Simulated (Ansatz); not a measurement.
# Work function of Re(0001): what the settings cost and change, part 2 of 2

Aim: the numerical settings behind the work function of Re(0001), with the cost of each.

Ansatz 0.2.0; plane-wave DFT, PBE, Ansatz PAW.

So far. Step 7 (Slab): The work function is 5.001 eV, -0.028 eV from the run “cutoff 420 eV”, at 0.21 times its CPU time.

**8. Run**

File input.yaml:

```yaml
crystal:
  lattice:
    - [2.76, 0.0, 0.0]
    - [1.38, 2.3902301144, 0.0]
    - [0.0, 0.0, 31.3722]
  atoms:
    - { symbol: Re, position: [0.0, 0.0, 0.2868781915] }
    - { symbol: Re, position: [0.6666666667, 0.6666666667, 0.3579187943] }
    - { symbol: Re, position: [0.0, 0.0, 0.4289593972] }
    - { symbol: Re, position: [0.6666666667, 0.6666666667, 0.5] }
    - { symbol: Re, position: [0.0, 0.0, 0.5710406028] }
    - { symbol: Re, position: [0.6666666667, 0.6666666667, 0.6420812057] }
    - { symbol: Re, position: [0.0, 0.0, 0.7131218085] }
kpoints:
  mp_grid: { grid: [11, 11, 1] }
hamiltonian:
  xc: pbe
scf:
  occupations: { method: fermi_dirac, width: 0.1 }
  convergence: { dr2_threshold: 1.0e-09 }
efield:
  axis: 3
  dipole_correction: true
  ramp_position: 0.97
  ramp_width: 0.06
output:
  write_potential: true
  write_density: true
  volumetric_format: npy
```

Launch:

```console
$ ansatz run input.yaml --threads 2 --pin off --max-ram 3072MiB --backend cpu --events-out ev --progress --plain --runs-dir out
```

Output:

```text
[...]
Crystal: 7 atoms, lattice volume = 206.964 Å³
Basis set: ecut = 420 eV, 4047 PW (Γ)
Bands: 63, of which v1, the nominal top of the filled ones, is band 53 counted from 1 (52 counted from 0)
Symmetry: 6 space group operations
k-points: 16 of 121 (time reversal used)
[...]
k-point 0: bands = [... 49 lower, 8.2651, 8.4839, 8.4839, 8.5961, 8.6643, 8.6643, 9.5638, 9.9138, ... 6 higher]
  k-point 1: bands = [... 49 lower, 8.2934, 8.4356, 8.5245, 8.7357, 8.7800, 8.9480, 9.1410, 9.2173, ... 6 higher]
  k-point 2: bands = [... 49 lower, 8.5425, 8.6919, 8.7567, 8.8381, 9.1518, 9.2048, 9.2552, 9.7445, ... 6 higher]
  k-point 15: bands = [... 49 lower, 8.2641, 9.3196, 9.3277, 9.5493, 10.2382, 11.3208, 11.5847, 11.5920, ... 6 higher]
[key lines of the parts left out:]
SCF converged after 9 iterations
Free energy (F): -76074.282642 eV
Fermi energy:    9.496274 eV
Dipole field:    D = -0.000002 V/Å  (p = -0.000002 e·Å, saw-weighted, corrected)
Work function:   Φ+ = 5.0511 eV   Φ− = 5.0510 eV
```

Elapsed: 14 s, on 2 threads of Arm Neoverse V2, shared host; peak memory 0.53 GiB.

The work function is 5.051 eV, +0.022 eV from the run “cutoff 420 eV”, at 0.52 times its CPU time.

**9. Slab**

input.yaml, as its differences from that of step 8:

```diff
@@ -14,3 +14,3 @@
 kpoints:
-  mp_grid: { grid: [11, 11, 1] }
+  mp_grid: { grid: [26, 26, 1] }
 hamiltonian:
```

Output:

```text
[...]
Crystal: 7 atoms, lattice volume = 206.964 Å³
Basis set: ecut = 420 eV, 4047 PW (Γ)
Bands: 63, of which v1, the nominal top of the filled ones, is band 53 counted from 1 (52 counted from 0)
Symmetry: 6 space group operations
k-points: 70 of 676 (time reversal used)
[...]
k-point 0: bands = [... 49 lower, 8.2746, 8.4941, 8.4941, 8.6014, 8.6751, 8.6751, 9.5669, 9.9227, ... 6 higher]
  k-point 1: bands = [... 49 lower, 8.3073, 8.3218, 8.5410, 8.6115, 8.7264, 8.7291, 9.4933, 9.7766, ... 6 higher]
  k-point 2: bands = [... 49 lower, 8.3045, 8.4614, 8.4739, 8.6773, 8.7954, 8.8790, 9.3045, 9.3254, ... 6 higher]
  k-point 69: bands = [... 49 lower, 8.0199, 9.3256, 9.3884, 9.5141, 10.2055, 11.3023, 11.5739, 11.5839, ... 6 higher]
[key lines of the parts left out:]
SCF converged after 9 iterations
Free energy (F): -76074.296296 eV
Fermi energy:    9.507867 eV
Dipole field:    D = -0.000002 V/Å  (p = -0.000002 e·Å, saw-weighted, corrected)
Work function:   Φ+ = 5.0291 eV   Φ− = 5.0291 eV
```

Elapsed: 59 s, on 2 threads; peak memory 1.1 GiB.

The work function is 5.029 eV, -0.000 eV from the run “cutoff 420 eV”, at 2.2 times its CPU time.

**10. Slab**

input.yaml, as its differences from that of step 9:

```diff
@@ -14,3 +14,3 @@
 kpoints:
-  mp_grid: { grid: [26, 26, 1] }
+  mp_grid: { grid: [17, 17, 1] }
 hamiltonian:
@@ -18,3 +18,3 @@
 scf:
-  occupations: { method: fermi_dirac, width: 0.1 }
+  occupations: { method: gaussian, width: 0.05 }
   convergence: { dr2_threshold: 1.0e-09 }
```

Output:

```text
[...]
Crystal: 7 atoms, lattice volume = 206.964 Å³
Basis set: ecut = 420 eV, 4047 PW (Γ)
Bands: 63, of which v1, the nominal top of the filled ones, is band 53 counted from 1 (52 counted from 0)
Symmetry: 6 space group operations
k-points: 33 of 289 (time reversal used)
[...]
k-point 0: bands = [... 49 lower, 8.2737, 8.4964, 8.4964, 8.5988, 8.6743, 8.6743, 9.5693, 9.9167, ... 6 higher]
  k-point 1: bands = [... 49 lower, 8.3015, 8.3833, 8.5391, 8.6050, 8.7773, 8.7941, 9.4053, 9.5530, ... 6 higher]
  k-point 2: bands = [... 49 lower, 8.3977, 8.4652, 8.6903, 8.7008, 8.8804, 8.8947, 9.0748, 9.1452, ... 6 higher]
  k-point 32: bands = [... 49 lower, 8.1130, 9.3242, 9.3692, 9.5203, 10.2136, 11.3057, 11.5790, 11.5833, ... 6 higher]
[key lines of the parts left out:]
SCF converged after 10 iterations
Free energy (F): -76074.185653 eV
Fermi energy:    9.506625 eV
Dipole field:    D = 0.000001 V/Å  (p = 0.000001 e·Å, saw-weighted, corrected)
Work function:   Φ+ = 5.0305 eV   Φ− = 5.0306 eV
```

Wall time 27 s (2 threads); peak memory 0.71 GiB; 54 s of CPU time.

The work function is 5.031 eV, +0.001 eV from the run “cutoff 420 eV”, at 1.0 times its CPU time.

**11. Run**

input.yaml, as its differences from that of step 10:

```diff
@@ -18,3 +18,3 @@
 scf:
-  occupations: { method: gaussian, width: 0.05 }
+  occupations: { method: methfessel_paxton, width: 0.2 }
   convergence: { dr2_threshold: 1.0e-09 }
```

Output:

```text
[...]
Crystal: 7 atoms, lattice volume = 206.964 Å³
Basis set: ecut = 420 eV, 4047 PW (Γ)
Bands: 63, of which v1, the nominal top of the filled ones, is band 53 counted from 1 (52 counted from 0)
Symmetry: 6 space group operations
k-points: 33 of 289 (time reversal used)
[...]
k-point 0: bands = [... 49 lower, 8.2768, 8.4979, 8.4979, 8.6014, 8.6769, 8.6769, 9.5702, 9.9198, ... 6 higher]
  k-point 1: bands = [... 49 lower, 8.3050, 8.3865, 8.5411, 8.6065, 8.7795, 8.7967, 9.4063, 9.5550, ... 6 higher]
  k-point 2: bands = [... 49 lower, 8.3996, 8.4672, 8.6929, 8.7042, 8.8812, 8.8965, 9.0762, 9.1477, ... 6 higher]
  k-point 32: bands = [... 49 lower, 8.1140, 9.3263, 9.3734, 9.5229, 10.2161, 11.3080, 11.5792, 11.5834, ... 6 higher]
[key lines of the parts left out:]
SCF converged after 10 iterations
Free energy (F): -76074.186775 eV
Fermi energy:    9.505756 eV
Dipole field:    D = 0.000001 V/Å  (p = 0.000001 e·Å, saw-weighted, corrected)
Work function:   Φ+ = 5.0281 eV   Φ− = 5.0281 eV
```

It took 28 s on 2 threads; peak memory 0.71 GiB; 56 s of CPU time.

The work function is 5.028 eV, -0.001 eV from the run “cutoff 420 eV”, at 1.1 times its CPU time.

**12. Run**

input.yaml, as its differences from that of step 11:

```diff
@@ -18,3 +18,3 @@
 scf:
-  occupations: { method: methfessel_paxton, width: 0.2 }
+  occupations: { method: fermi_dirac, width: 0.3 }
   convergence: { dr2_threshold: 1.0e-09 }
```

Output:

```text
band count auto-derived: 71 (N_el = 105.0; filled up to band 53; 63 by the electrons, moments and atoms)
[...]
Crystal: 7 atoms, lattice volume = 206.964 Å³
Basis set: ecut = 420 eV, 4047 PW (Γ)
Bands: 71, of which v1, the nominal top of the filled ones, is band 53 counted from 1 (52 counted from 0)
Symmetry: 6 space group operations
[...]
k-point 0: bands = [... 49 lower, 8.2498, 8.4728, 8.4728, 8.5859, 8.6432, 8.6432, 9.5599, 9.8967, ... 14 higher]
  k-point 1: bands = [... 49 lower, 8.2776, 8.3596, 8.5113, 8.5813, 8.7571, 8.7630, 9.3945, 9.5362, ... 14 higher]
  k-point 2: bands = [... 49 lower, 8.3695, 8.4414, 8.6645, 8.6769, 8.8701, 8.8706, 9.0613, 9.1141, ... 14 higher]
  k-point 32: bands = [... 49 lower, 8.0967, 9.2862, 9.3280, 9.4946, 10.1899, 11.2863, 11.5751, 11.5802, ... 14 higher]
[key lines of the parts left out:]
SCF converged after 9 iterations
Free energy (F): -76075.144630 eV
Fermi energy:    9.532604 eV
Dipole field:    D = 0.000000 V/Å  (p = 0.000000 e·Å, saw-weighted, corrected)
Work function:   Φ+ = 5.0403 eV   Φ− = 5.0403 eV
```

Wall time 32 s (2 threads); peak memory 0.77 GiB; 64 s of CPU time.

The work function is 5.040 eV, +0.011 eV from the run “cutoff 420 eV”, at 1.2 times its CPU time.

**13. Slab**

input.yaml, as its differences from that of step 12:

```diff
@@ -18,3 +18,3 @@
 scf:
-  occupations: { method: fermi_dirac, width: 0.3 }
+  occupations: { method: cold, width: 0.1 }
   convergence: { dr2_threshold: 1.0e-09 }
```

Output:

```text
[...]
Crystal: 7 atoms, lattice volume = 206.964 Å³
Basis set: ecut = 420 eV, 4047 PW (Γ)
Bands: 63, of which v1, the nominal top of the filled ones, is band 53 counted from 1 (52 counted from 0)
Symmetry: 6 space group operations
k-points: 33 of 289 (time reversal used)
[...]
k-point 0: bands = [... 49 lower, 8.2717, 8.4937, 8.4937, 8.5972, 8.6722, 8.6722, 9.5679, 9.9141, ... 6 higher]
  k-point 1: bands = [... 49 lower, 8.2999, 8.3814, 8.5367, 8.6023, 8.7753, 8.7919, 9.4037, 9.5508, ... 6 higher]
  k-point 2: bands = [... 49 lower, 8.3953, 8.4626, 8.6880, 8.6989, 8.8783, 8.8921, 9.0730, 9.1429, ... 6 higher]
  k-point 32: bands = [... 49 lower, 8.1105, 9.3221, 9.3681, 9.5184, 10.2113, 11.3032, 11.5758, 11.5801, ... 6 higher]
[key lines of the parts left out:]
SCF converged after 10 iterations
Free energy (F): -76074.183433 eV
Fermi energy:    9.509448 eV
Dipole field:    D = 0.000000 V/Å  (p = 0.000000 e·Å, saw-weighted, corrected)
Work function:   Φ+ = 5.0298 eV   Φ− = 5.0298 eV
```

Run time: 28 s. Hardware: 2 threads; peak memory 0.71 GiB.

The work function is 5.030 eV, +0.000 eV from the run “cutoff 420 eV”, at 1.1 times its CPU time.

**14. Comparing the runs**

Times are for 2 threads of Arm Neoverse V2, shared host. The runs compared:

| no. | setting | work function, upper face (eV) | time | memory (GiB) |
| --- | --- | --- | --- | --- |
| 1 | cutoff 200 eV | 5.294 | 13 s | 0.41 |
| 2 | cutoff 300 eV | 5.029 | 20 s | 0.52 |
| 3 | cutoff 420 eV | 5.030 | 26 s | 0.71 |
| 4 | cutoff 600 eV | 5.029 | 44 s | 1.0 |
| 5 | mesh 3x3 | 5.032 | 2.7 s | 0.41 |
| 6 | mesh 6x6 | 5.001 | 5.8 s | 0.46 |
| 7 | mesh 11x11 | 5.051 | 14 s | 0.53 |
| 8 | mesh 26x26 | 5.029 | 59 s | 1.1 |
| 9 | Gaussian smearing 0.05 eV | 5.031 | 27 s | 0.71 |
| 10 | methfessel_paxton smearing 0.2 eV | 5.028 | 28 s | 0.71 |
| 11 | fermi_dirac smearing 0.3 eV | 5.040 | 32 s | 0.77 |
| 12 | cold smearing 0.1 eV | 5.030 | 28 s | 0.71 |

**15. A changed input**

An input spoilt on purpose, to show how the run answers: it repeats the earlier run “cutoff 200 eV” with efield.ramp_width from 0.06 to 0.9, and scf.max_iter set to 100; its output block differs too.

input.yaml, as its differences from that of step 13:

```diff
@@ -18,4 +18,5 @@
 scf:
-  occupations: { method: cold, width: 0.1 }
+  occupations: { method: fermi_dirac, width: 0.1 }
   convergence: { dr2_threshold: 1.0e-09 }
+  max_iter: 100
 efield:
@@ -24,3 +25,5 @@
   ramp_position: 0.97
-  ramp_width: 0.06
+  ramp_width: 0.9
+basis:
+  ecutwfc: "200 eV"
 output:
```

Output:

```text
Warning: basis.ecutwfc = 200 eV is below the records' recommended 420 eV, and the density's cutoff is lower with it unless basis.ecutrho_ratio is high enough to keep the records' density cutoff: compare with a run at a higher cutoff
Warning: basis.ecutrho_ratio 4 (ecutrho = 800 eV, dense FFT grid 15×15×150): the grid does not resolve the core-correction charge of Re (measure 0.13 e/Å^2.5); warned from 0.08. The energy and each atom's force then go with where the atoms sit on the grid: [figures from the program's tests cut] If this deck is also warned that a cutoff or its ratio is below what is recommended, mend that before anything below. First try basis.xc_grid, which is 1 on this run (the dense grid itself), where it is not refused (2, then 3). Above 1 the core-correction charge is laid on the exchange–correlation grid, and this warning is never given, whether or not the level is enough: [rest of the remark cut]
Engine: ansatz 0.2.0, aarch64-unknown-linux-gnu
Pseudopotentials: kind: paw
Pseudopotential: Re, paw, valence charge 15, recommended cutoff 420 eV (normal), Re.paw.azcp
Functional definition: PBE
  parameter kappa = 0.804
  parameter beta = 0.066725
  exchange = pbe_x(kappa = kappa, mu = beta*pi^2/3)
  correlation = pbe_c(beta = beta)
Crystal: 7 atoms, lattice volume = 206.964 Å³
Basis set: ecut = 200 eV, 1363 PW (Γ)
Bands: 63, of which v1, the nominal top of the filled ones, is band 53 counted from 1 (52 counted from 0)
Symmetry: 6 space group operations
k-points: 33 of 289 (time reversal used)
Non-local potential: Re, projectors of the file, l = 0: 3, l = 1: 2, l = 2: 2, l = 3: 1
PAW form: soft (Blöchl's): semilocal exchange-correlation on the pseudo side does not see the compensation charge
PAW one-centre angular grid: Re, 590 points (default); XC on 64 Gauss nodes
Initial density: superposition of atomic densities (neutral atoms: chi_scale 0, normalization atom), corrected by the library's trained network
Initial wavefunctions: pseudopotential atomic-orbital guess
Functional: x = pbe(κ = 0.804, μ = 0.219515), c = pbe(β = 0.066725)
Error: efield: ion 0 (Re) at fractional coordinate 0.2869 along the field axis lies inside the sawtooth ramp with 2 of the planes that the density is read on at each end, [0.9567, 0.8833] — the ramp must sit in vacuum (an ion there feels the fictitious reversed slope); set or move the ramp (efield.ramp_position / ramp_width) or move the geometry
```

It took 0.13 s on 2 threads; peak memory 0.23 GiB; 0.19 s of CPU time.

The input was rejected at the start.

The program's message: “Error: efield: ion 0 (Re) at fractional coordinate 0.2869 along the field axis lies inside the sawtooth ramp with 2 of the planes that the density is read on at each end, [0.9567, 0.8833] — the ramp m …”

The fault put into the input: a ramp so wide that it reaches the atoms.

**16. Results**

```yaml
work_function_cutoff_200_ev: 5.294 eV
work_function_cutoff_420_ev: 5.030 eV
work_function_cutoff_600_ev: 5.029 eV
work_function_mesh_6x6: 5.001 eV
```

What this shows: The run at the highest cutoff gives 5.03 eV, and the settings tried spread the value from 5.00 to 5.29 eV. Against 600 eV, a cutoff of 200 eV is off by +0.265 eV. Against 600 eV, a cutoff of 420 eV is off by +0.000 eV. Against the finest mesh, 26 points along a, the coarser ones are off by +0.00 (3), -0.03 (6) and +0.02 (11) eV. The smearing schemes and widths spread it over 0.01 eV. The program marks the value as in doubt in “cutoff 200 eV”. The ladder's slabs use the tabulated experimental lattice constant (two decimals; a low-temperature value for the alkali metals). In 1 run of the series (cutoff 200 eV) the program warns that electrons reach the sawtooth's ramp, which makes dipole and work function less sure.

Computed beside measured:

| quantity | measured | cutoff 600 eV |
| --- | --- | --- |
| work function (clean (0001) face, a compiled value) (eV) | 5.15 | 5.03 (-0.12 eV) |

Measured values from arxiv:1902.07811 (2019).

**Verdict.** The work function is off by -0.12 eV: good agreement. No cell relaxation is part of this session.

[Long decimals in the printed logs are rounded to 6 places.]

[Logs are printed without paths, hosts, clocks, repeated set-up lines and the standing remarks that a program may print on its own settings, such as how far it seeks lower states.]

[Hosts, paths, dates, database ids (printed as entryN), source tags and the programs' standing remarks are cut or masked in the printed files.]

[Maps of the electrostatic potential energy from Ansatz leave out the sawtooth potential of an applied field or a dipole correction, so their vacuum need not be flat; planar profiles and work functions include it.]
